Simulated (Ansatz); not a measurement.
## InCo3N (Pm-3m): phonons and vibrational spectra

Task: relax InCo3N (Pm-3m), then find its harmonic phonons.

Calculated with Ansatz 0.2.0; DFT PBEsol, scalar-relativistic, plane waves, PAW; PAW set soft_1.

This is a report of a sequence of runs, with most program output left out.

In doubt: warnings of the run leave room for a lower electronic state (steps 3, 4), so energies may not be the lowest and differences between runs may mislead.

## (1) Starting point

The structure is cubic, space group Pm-3m (No. 221). Conventional cell: a = 3.827 Å, b = 3.827 Å, c = 3.827 Å, α = 90.00°, β = 90.00°, γ = 90.00°. Nearest to In lie 12 Co at 2.71 Å. Nearest to Co lie 2 N at 1.91 Å. Nearest to N lie 6 Co at 1.91 Å. Farther neighbours and most contacts between anions are not listed.

## (2) A magnetic order at the starting cell, 5 atoms

Phonons depend on the magnetic state, so simple orders are compared first, at the starting cell. This run starts ferromagnetic.

File input.yaml:

```yaml
crystal:
  lattice:
    - [3.8271013967, 0.0, 0.0]
    - [0.0, 3.8271013967, 0.0]
    - [0.0, 0.0, 3.8271013967]
  atoms:
    - { symbol: In, position: [0.0, 0.0, 0.0] }
    - { symbol: Co, position: [0.5, 0.5, 0.0], spin: 3.0 }
    - { symbol: Co, position: [0.5, 0.0, 0.5], spin: 3.0 }
    - { symbol: Co, position: [0.0, 0.5, 0.5], spin: 3.0 }
    - { symbol: "N", position: [0.5, 0.5, 0.5] }
kpoints:
  mp_grid: { grid: [8, 8, 8] }
hamiltonian:
  xc: pbesol
  pseudopotentials: { kind: paw, azcp: { folder: soft_1 }, xc_functional: pbe }
scf:
  occupations: { method: gaussian, width: 0.05 }
  max_iter: 100
output:
  forces: true
  stress: true
  eigenvalues: true
  populations: true
magnetization:
  spin_polarized: true
```

Launch:

```bash
ansatz run input.yaml --threads 4 --pin off --max-ram 10240MiB --backend cpu --events-out ev --progress --plain --runs-dir out
```

Elapsed: 6 s, on 4 threads of Arm Neoverse V1, shared host; peak memory 0.5 GiB; 22 s of CPU time.

This step gave:

```yaml
magnetization: 2.661 μB
absolute_magnetization: 2.977 μB
site_moments: -0.03610, 0.8488, 0.8488, 0.8488, 0.1026 μB
pressure: -6.027 GPa
volume_per_atom: 11.21 Å³
gap_on_the_k_mesh: 0 eV
```

The cell carries a net spin moment of 2.66 μB and an absolute one of 2.98 μB.

## (3) A magnetic order at the starting cell, 10 atoms

Phonons depend on the magnetic state, so simple orders are compared first, at the starting cell. This run starts antiferromagnetic, q = (0.5, 0.5, 0.5).

System of this step: InCo3N (Pm-3m). It takes space group Pm-3m (No. 221, cubic). The conventional cell has a = 3.827 Å, b = 3.827 Å, c = 3.827 Å, α = 90.00°, β = 90.00°, γ = 90.00°. Nearest to In lie 12 Co at 2.71 Å. Co has 2 N at 1.91 Å nearest. Nearest to N lie 6 Co at 1.91 Å. Farther neighbours and most contacts between anions are not listed.

input.yaml, the sections that differ from step 2:

```yaml
crystal:
  lattice:
    - [3.8271013967, 3.8271013967, 0.0]
    - [3.8271013967, 0.0, 3.8271013967]
    - [3.8271013967, 0.0, -3.8271013967]
  atoms:
    - { symbol: In, position: [0.0, 0.0, 0.0] }
    - { symbol: In, position: [0.0, 0.5, 0.5] }
    - { symbol: Co, position: [0.5, 0.0, 0.0], spin: 3.0 }
    - { symbol: Co, position: [0.5, 0.5, 0.5], spin: -3.0 }
    - { symbol: Co, position: [0.0, 0.5, 0.0], spin: 3.0 }
    - { symbol: Co, position: [0.0, 0.0, 0.5], spin: -3.0 }
    - { symbol: Co, position: [0.5, 0.0, 0.5], spin: 3.0 }
    - { symbol: Co, position: [0.5, 0.5, 0.0], spin: -3.0 }
    - { symbol: "N", position: [0.5, 0.25, 0.75] }
    - { symbol: "N", position: [0.5, 0.75, 0.25] }
# kpoints, hamiltonian, scf, output, magnetization: as in step 2
```

Run time: 3.9 min. Hardware: 4 threads; peak memory 4 GiB.

The cell carries a net spin moment of 0.00 μB and an absolute one of 3.55 μB, so the moments cancel.

## (4) A magnetic order at the starting cell, 10 atoms (run 2)

Phonons depend on the magnetic state, so simple orders are compared first, at the starting cell. This run starts antiferromagnetic, q = (0, 0, 0.5).

input.yaml, the sections that differ from step 3:

```yaml
crystal:
  lattice:
    - [3.8271013967, 0.0, 0.0]
    - [0.0, 3.8271013967, 0.0]
    - [0.0, 0.0, 7.6542027934]
  atoms:
    - { symbol: In, position: [0.0, 0.0, 0.0] }
    - { symbol: In, position: [0.0, 0.0, 0.5] }
    - { symbol: Co, position: [0.5, 0.5, 0.0], spin: 3.0 }
    - { symbol: Co, position: [0.5, 0.5, 0.5], spin: -3.0 }
    - { symbol: Co, position: [0.5, 0.0, 0.25], spin: 3.0 }
    - { symbol: Co, position: [0.5, 0.0, 0.75], spin: -3.0 }
    - { symbol: Co, position: [0.0, 0.5, 0.25], spin: 3.0 }
    - { symbol: Co, position: [0.0, 0.5, 0.75], spin: -3.0 }
    - { symbol: "N", position: [0.5, 0.5, 0.25] }
    - { symbol: "N", position: [0.5, 0.5, 0.75] }
kpoints:
  mp_grid: { grid: [8, 8, 4] }
# hamiltonian, scf, output, magnetization: as in step 3
```

Run time: 3 min. Hardware: 4 threads; peak memory 2.9 GiB; 12 min of CPU time.

The cell carries a net spin moment of 0.00 μB and an absolute one of 4.26 μB, so the moments cancel.

## (5) A magnetic order at the starting cell, 10 atoms (run 3)

Phonons depend on the magnetic state, so simple orders are compared first, at the starting cell. This run starts antiferromagnetic, q = (0.5, 0.5, 0).

input.yaml, the sections that differ from step 4:

```yaml
crystal:
  lattice:
    - [0.0, 0.0, -3.8271013967]
    - [-3.8271013967, -3.8271013967, 0.0]
    - [-3.8271013967, 3.8271013967, 0.0]
  atoms:
    - { symbol: In, position: [0.0, 0.5, 0.5] }
    - { symbol: In, position: [0.0, 0.0, 0.0] }
    - { symbol: Co, position: [0.0, 0.0, 0.5], spin: -3.0 }
    - { symbol: Co, position: [0.0, 0.5, 0.0], spin: 3.0 }
    - { symbol: Co, position: [0.5, 0.25, 0.25], spin: -3.0 }
    - { symbol: Co, position: [0.5, 0.75, 0.75], spin: 3.0 }
    - { symbol: Co, position: [0.5, 0.25, 0.75], spin: -3.0 }
    - { symbol: Co, position: [0.5, 0.75, 0.25], spin: 3.0 }
    - { symbol: "N", position: [0.5, 0.0, 0.5] }
    - { symbol: "N", position: [0.5, 0.5, 0.0] }
kpoints:
  mp_grid: { grid: [8, 6, 6] }
# hamiltonian, scf, output, magnetization: as in step 4
```

Wall time 8.8 min (4 threads); peak memory 5.3 GiB.

The run was cut off at the time limit after its SCF loop had closed; no result of it is taken.

## (6) The orders compared

An antiferromagnetic start is carried into the relaxation if it ends more than 3 meV per atom below the ferromagnetic start.

Numbers from this step:

```yaml
start_carried_on: ferromagnetic
```

Orders, by row:

```
                        starting order  atoms  energy from the first start (meV/atom)  largest moment (μB)  gap on mesh (eV)  net moment of the cell (μB)  order kept
                         ferromagnetic      5                                       0                 0.85                 0                         2.66         yes
antiferromagnetic, q = (0.5, 0.5, 0.5)     10                                      24                 0.53                 0                            0         yes
    antiferromagnetic, q = (0, 0, 0.5)     10                                    22.6                 0.65                 0                            0         yes
```

The start carried on is the ferromagnetic one. 1 of the orders tried did not finish, so a lower one may be missing.

## (7) Relaxation

Harmonic phonons are second derivatives at a point where the forces vanish, and they are wanted at zero stress, so atoms and cell are relaxed first.

System of this step: InCo3N (Pm-3m). Symmetry: Pm-3m, No. 221, cubic system. The conventional cell has a = 3.827 Å, b = 3.827 Å, c = 3.827 Å, α = 90.00°, β = 90.00°, γ = 90.00°. Nearest to In lie 12 Co at 2.71 Å. Co has 2 N at 1.91 Å nearest. Nearest to N lie 6 Co at 1.91 Å. Farther neighbours and most contacts between anions are not listed.

File input.yaml:

```yaml
crystal:
  lattice:
    - [3.8271013967, 0.0, 0.0]
    - [0.0, 3.8271013967, 0.0]
    - [0.0, 0.0, 3.8271013967]
  atoms:
    - { symbol: In, position: [0.0, 0.0, 0.0] }
    - { symbol: Co, position: [0.5, 0.5, 0.0], spin: 0.93 }
    - { symbol: Co, position: [0.5, 0.0, 0.5], spin: 0.93 }
    - { symbol: Co, position: [0.0, 0.5, 0.5], spin: 0.93 }
    - { symbol: "N", position: [0.5, 0.5, 0.5] }
kpoints:
  mp_grid: { grid: [10, 10, 10] }
hamiltonian:
  xc: pbesol
  pseudopotentials: { kind: paw, azcp: { folder: soft_1 }, xc_functional: pbe }
scf:
  occupations: { method: gaussian, width: 0.1 }
output:
  forces: true
  stress: true
  eigenvalues: true
  populations: true
  write_density: true
  write_potential: true
  elf: true
  volumetric_format: npy
magnetization:
  spin_polarized: true
relax:
  adjacent_minimum: "off"
  f_tol: 0.005
  max_steps: 80
  cell: { stress_tol: 0.05 }
```

The job ended after 36 s (4 threads; peak memory 0.54 GiB).

Relaxation path:

```
step  energy less that of the first step (eV)  largest force component (eV/Å)  pressure (GPa)  volume (Å³)
   1                                   0.0000                          0.0000           -5.84        56.05
   2                                  -0.0260                          0.0000           -2.21        55.07
   3                                  -0.0305                          0.0000            0.11        54.50
   4                                  -0.0305                          0.0000            0.00        54.52
  5*                                  -0.0289                          0.0000           -0.03        54.52
```

Relaxation steps marked * repeat the geometry before them on a plane-wave basis chosen anew for their cell, so energy and pressure can jump there.

The run keeps the 48 symmetry operations that it works with, so distortions that break them were not tested.

```
conventional cell, symmetrised  before  after  change
                         a (Å)   3.827  3.792  -0.9 %
                         b (Å)   3.827  3.792  -0.9 %
                         c (Å)   3.827  3.792  -0.9 %
              volume (Å³/atom)   11.21  10.90  -2.7 %
```

Final coordinates:

```xyz
5
Lattice="3.7919 0.0000 0.0000 0.0000 3.7919 0.0000 0.0000 0.0000 3.7919" Properties=species:S:1:pos:R:3 pbc="T T T"
In    0.0000    0.0000    0.0000
Co    1.8959    1.8959    0.0000
Co    1.8959    0.0000    1.8959
Co    0.0000    1.8959    1.8959
N     1.8959    1.8959    1.8959
```

Numbers from this step:

- magnetization: 2.628 μB
- absolute magnetization: 2.917 μB
- site moments: -0.03265, 0.8330, 0.8330, 0.8330, 0.09980 μB
- pressure: -0.03266 GPa
- volume per atom: 10.90 Å³

Spin density in the ac plane at fractional y = 0.500, with atoms of Co and N within 0.2 Å of it.

Values in e/Å³, 13 rows by 14 columns, each cell a mean:
```
0.0 0.0 0.0 0.0 0.1 0.3 1.1 1.6 0.8 0.2 0.1 0.0 0.0 0.0
0.0 0.0 0.0 0.0 0.0 0.2 0.3 0.3 0.3 0.1 0.0 0.0 0.0 0.0
0.0 0.0 0.0 0.0 0.0 0.0 0.0 0.0 0.0 0.0 0.0 0.0 0.0 0.0
0.1 0.1 0.0 0.0 0.0 0.0 0.0 0.0 0.0 0.0 0.0 0.0 0.0 0.1
0.5 0.4 0.1 0.0 0.0 0.0 0.1 0.1 0.0 0.0 0.0 0.0 0.2 0.4
1.9 1.0 0.2 0.0 0.0 0.1 0.1 0.1 0.1 0.0 0.0 0.0 0.3 1.3
2.3 1.2 0.2 0.0 0.0 0.1 0.1 0.1 0.1 0.0 0.0 0.0 0.4 1.5
0.8 0.5 0.2 0.0 0.0 0.0 0.1 0.1 0.1 0.0 0.0 0.0 0.2 0.6
0.1 0.1 0.1 0.0 0.0 0.0 0.0 0.0 0.0 0.0 0.0 0.0 0.1 0.1
0.0 0.0 0.0 0.0 0.0 0.0 0.0 0.0 0.0 0.0 0.0 0.0 0.0 0.0
0.0 0.0 0.0 0.0 0.0 0.1 0.1 0.1 0.1 0.1 0.0 0.0 0.0 0.0
0.0 0.0 0.0 0.0 0.1 0.3 0.9 1.1 0.7 0.2 0.0 0.0 0.0 0.0
0.0 0.0 0.0 0.0 0.1 0.4 1.7 2.5 1.2 0.2 0.1 0.0 0.0 0.0
```
Columns run along a (3.8 Å), rows up along c (3.8 Å). Atoms in or near the plane, at fractional coordinates: Co at (0.50, 0.00), Co at (0.00, 0.50), N at (0.50, 0.50).

ELF in the ac plane at fractional y = 0.500, with atoms of Co and N within 0.2 Å of it. It is the smooth field of the valence electrons, not physical close to the nuclei.

Values, 13 rows by 14 columns, each cell a mean:
```
0.27 0.27 0.25 0.18 0.22 0.35 0.54 0.62 0.49 0.31 0.20 0.20 0.26 0.27
0.25 0.26 0.27 0.20 0.18 0.24 0.32 0.35 0.30 0.21 0.17 0.23 0.27 0.25
0.18 0.19 0.21 0.22 0.19 0.18 0.21 0.22 0.20 0.18 0.20 0.22 0.21 0.19
0.23 0.21 0.17 0.19 0.31 0.45 0.55 0.58 0.53 0.42 0.28 0.17 0.18 0.22
0.42 0.35 0.23 0.19 0.47 0.72 0.73 0.70 0.74 0.68 0.38 0.17 0.26 0.37
0.66 0.53 0.29 0.22 0.56 0.74 0.46 0.29 0.56 0.75 0.46 0.19 0.35 0.57
0.71 0.56 0.31 0.22 0.57 0.73 0.38 0.18 0.50 0.75 0.48 0.20 0.36 0.62
0.49 0.40 0.25 0.20 0.50 0.74 0.67 0.61 0.71 0.72 0.41 0.17 0.29 0.43
0.28 0.25 0.18 0.19 0.37 0.58 0.68 0.70 0.66 0.53 0.32 0.16 0.20 0.26
0.18 0.18 0.19 0.21 0.21 0.22 0.26 0.28 0.25 0.22 0.21 0.21 0.19 0.18
0.22 0.24 0.26 0.21 0.17 0.19 0.24 0.26 0.23 0.18 0.17 0.24 0.25 0.23
0.27 0.27 0.25 0.19 0.21 0.33 0.49 0.55 0.44 0.29 0.19 0.20 0.26 0.27
0.27 0.27 0.24 0.18 0.23 0.39 0.64 0.74 0.56 0.33 0.21 0.19 0.25 0.27
```
Columns run along a (3.8 Å), rows up along c (3.8 Å). Atoms in or near the plane, at fractional coordinates: Co at (0.50, 0.00), Co at (0.00, 0.50), N at (0.50, 0.50).

Valence density in the ac plane at fractional y = 0.500, with atoms of Co and N within 0.2 Å of it. It is the smooth field of the valence electrons, not physical close to the nuclei.

Values in e/Å³, 13 rows by 14 columns, each cell a mean:
```
 0  0  0  0  1  5 18 25 13  3  1  0  0  0
 0  0  0  0  1  2  5  6  4  1  0  0  0  0
 0  0  0  0  0  1  1  1  1  0  0  0  0  0
 1  1  1  0  0  1  1  1  1  1  0  0  1  1
 9  5  2  1  1  1  2  2  2  1  1  1  2  6
32 17  4  1  1  2  3  3  3  2  1  1  6 20
38 20  5  1  1  2  3  3  3  2  1  1  7 24
14  8  2  1  1  1  2  3  2  1  1  1  3 10
 3  2  1  0  0  1  1  1  1  1  0  0  1  2
 0  0  0  0  0  1  1  1  1  0  0  0  0  0
 0  0  0  0  0  1  2  3  2  1  0  0  0  0
 0  0  0  0  1  4 14 19 10  3  1  0  0  0
 0  0  0  0  1  7 28 41 21  4  1  0  0  0
```
Columns run along a (3.8 Å), rows up along c (3.8 Å). Atoms in or near the plane, at fractional coordinates: Co at (0.50, 0.00), Co at (0.00, 0.50), N at (0.50, 0.50).

In this step the volume went from 11.21 to 10.90 Å³/atom.

## (8) Relaxing to small forces for the phonons

Phonons need a cell at rest on their own settings, so the relaxation is repeated with tight tolerances on forces and stress on the k mesh and occupations of the first response run.

File input.yaml:

```yaml
crystal:
  lattice:
    - [3.791898764, 0.0, 0.0]
    - [0.0, 3.791898764, 0.0]
    - [0.0, 0.0, 3.791898764]
  atoms:
    - { symbol: In, position: [0.0, 0.0, 0.0] }
    - { symbol: Co, position: [0.5, 0.5, 0.0], spin: 0.92 }
    - { symbol: Co, position: [0.5, 0.0, 0.5], spin: 0.92 }
    - { symbol: Co, position: [0.0, 0.5, 0.5], spin: 0.92 }
    - { symbol: "N", position: [0.5, 0.5, 0.5] }
kpoints:
  mp_grid: { grid: [12, 12, 12] }
hamiltonian:
  xc: pbesol
  pseudopotentials: { kind: paw, azcp: { folder: soft_1 }, xc_functional: pbe }
scf:
  occupations: { method: gaussian, width: 0.15 }
output:
  forces: true
  stress: true
  eigenvalues: true
  populations: true
magnetization:
  spin_polarized: true
relax:
  adjacent_minimum: "off"
  f_tol: 0.001
  max_steps: 60
  cell: { stress_tol: 0.01 }
```

Run time: 35 s. Hardware: 4 threads; peak memory 0.62 GiB; 2.2 min of CPU time.

Little changed from the start: no atom moved by 0.005 Å and no cell edge by 0.1 %.

This step gave:

```yaml
magnetization: 2.570 μB
absolute_magnetization: 2.856 μB
site_moments: -0.03228, 0.8155, 0.8155, 0.8155, 0.09680 μB
pressure: -1.16e-5 GPa
```

The forces vanish by symmetry and the pressure is 0.000 GPa, within the tolerances set. The cell now holds 10.90 Å³/atom.

## (9) Modes at Γ

The zone centre is the only wavevector solved here; it holds the modes that light can see, as far as symmetry allows. No field response is asked, since the mesh shows no gap.

input.yaml, the sections that differ from step 8:

```yaml
crystal:
  lattice:
    - [3.7912356217, 0.0, 0.0]
    - [0.0, 3.7912356217, 0.0]
    - [0.0, 0.0, 3.7912356217]
  atoms:
    - { symbol: In, position: [0.0, 0.0, 0.0] }
    - { symbol: Co, position: [0.5, 0.5, 0.0], spin: 0.9 }
    - { symbol: Co, position: [0.5, 0.0, 0.5], spin: 0.9 }
    - { symbol: Co, position: [0.0, 0.5, 0.5], spin: 0.9 }
    - { symbol: "N", position: [0.5, 0.5, 0.5] }
output:
  eigenvalues: true
  populations: true
phonons:
  method: dfpt
# kpoints, hamiltonian, scf, magnetization: as in step 8
# relax: removed
```

Run time: 4.4 min. Hardware: 4 threads; peak memory 4.2 GiB; 16 min of CPU time.

This step gave:

```yaml
sum_rule_residual_before_enforcement: 1.17e-5 eV/Å²
point_group: m-3m
highest_optical_mode_at_the_zone_centre_no_lo_to_term: 523.0 cm⁻¹
lowest_optical_zone_centre_mode: 162.7 cm⁻¹
```

Patterns of degenerate modes are one choice out of their space. The modes at Γ (shares of kinetic energy by element, %):

```
mode  frequency (cm⁻¹)  symmetry  In %  Co %  N %
   1               0.0  acoustic    38    58    5
   2               0.0  acoustic    38    58    5
   3               0.0  acoustic    38    58    5
   4             162.7       T1u    42    50    8
   5             162.7       T1u    42    50    8
   6             162.7       T1u    42    50    8
   7             180.7       T2u     0   100    0
   8             180.7       T2u     0   100    0
   9             180.7       T2u     0   100    0
  10             229.9       T1u    20    76    3
  11             229.9       T1u    20    76    3
  12             229.9       T1u    20    76    3
  13             523.0       T1u     0    16   84
  14             523.0       T1u     0    16   84
  15             523.0       T1u     0    16   84
```

Displacements in mode 4 (162.7 cm⁻¹), the largest set to 1:
```
In1  0.00 -0.66  0.18
Co2  0.00  0.04 -0.27
Co3  0.00  1.00 -0.01
Co4  0.00  0.04 -0.01
N5   0.00  0.83 -0.22
```

Displacements in mode 11 (229.9 cm⁻¹), the largest set to 1:
```
In1  0.01 -0.58 -0.16
Co2 -0.01  1.00 -0.19
Co3 -0.01 -0.70  0.28
Co4  0.01  1.00  0.28
N5   0.01 -0.69 -0.19
```

Before it was imposed, the acoustic sum rule was missed by 1.2e-5 eV/Å². Small misses are needed for a sound result but don't prove that mesh and cutoff are converged. The lowest optical mode is real, 163 cm⁻¹.

## (10) Isotope substitution, element In, natural mass 114.818 amu

An isotope changes the mass and not the force constants, so no new electronic calculation is needed; the shifts show which modes move this element.

The same force constants with the mass of In changed from 114.818 to 112.904 u (phonopy, no LO-TO term). Both lists are sorted by frequency; levels can cross, so a row need not hold one and the same mode. Modes under 3 cm⁻¹ are left out. Isotope shifts, by row:

```
    q  rank  natural mass (cm⁻¹)  changed mass (cm⁻¹)
0 0 0     4                162.7                163.2
0 0 0     5                162.7                163.2
0 0 0     6                162.7                163.2
0 0 0     7                180.7                180.7
0 0 0     8                180.7                180.7
0 0 0     9                180.7                180.7
0 0 0    10                229.9                230.3
0 0 0    11                229.9                230.3
0 0 0    12                229.9                230.3
0 0 0    13                  523                  523
0 0 0    14                  523                  523
0 0 0    15                  523                  523
```

A mode of this element alone would shift by +0.84 %. The highest zone-centre frequency without the field goes from 523.0 to 523.0 cm⁻¹ (+0.0 %). The product of the frequency ratios over all optical modes at Γ is 1.016; the product rule, (m/m′)^(3k/2) (M′/M)^(3/2) with k = 1 such atoms and M the mass of the cell, gives 1.016.

## (11) Another isotope, element N, natural mass 14.007 amu

The same for N, from 14.01 to 15.00 u.

A mode of this element alone would shift by -3.37 %. The highest zone-centre frequency without the field goes from 523.0 to 508.3 cm⁻¹ (-2.8 %). The product of the frequency ratios over all optical modes at Γ is 0.907; the product rule, (m/m′)^(3k/2) (M′/M)^(3/2) with k = 1 such atoms and M the mass of the cell, gives 0.907.

## (12) What came out

```
space group after relaxation (within 0.01 Å)            : Pm-3m
volume per atom                                         : 10.9 Å³
electronic character                                    : no gap on this mesh
highest optical mode at the zone centre (no LO-TO term) : 523 cm⁻¹
lowest optical zone-centre mode                         : 163 cm⁻¹
imaginary modes at Γ (the only wavevector solved)       : none
net magnetic moment of the cell as run                  : 2.57 μB
```

**Reading.** The structure is stable against zone-centre distortions, since no mode there is imaginary; other wavevectors were not solved, so zone-boundary instabilities are untested. The optical modes at Γ span 163 to 523 cm⁻¹. No dispersion was computed. The highest mode in this list at Γ, 523.0 cm⁻¹, is mostly motion of N (84 % of the kinetic energy). The magnetic state is the one that the run reached from its starting moments; a lower one was not ruled out. With no gap, or one that is small against the smearing, the frequencies hang on the k mesh and the smearing, most of all near Kohn anomalies. The PAW files were made for PBE and serve the other functionals too. These are harmonic frequencies at zero temperature: anharmonic shifts, linewidths and thermal expansion are left out.

[Logs are printed without paths, hosts, clocks, repeated set-up lines and the standing remarks that a program may print on its own settings, such as how far it seeks lower states.]

[Hosts, paths, dates, database ids (printed as entryN), source tags and the programs' standing remarks are cut or masked in the printed files.]
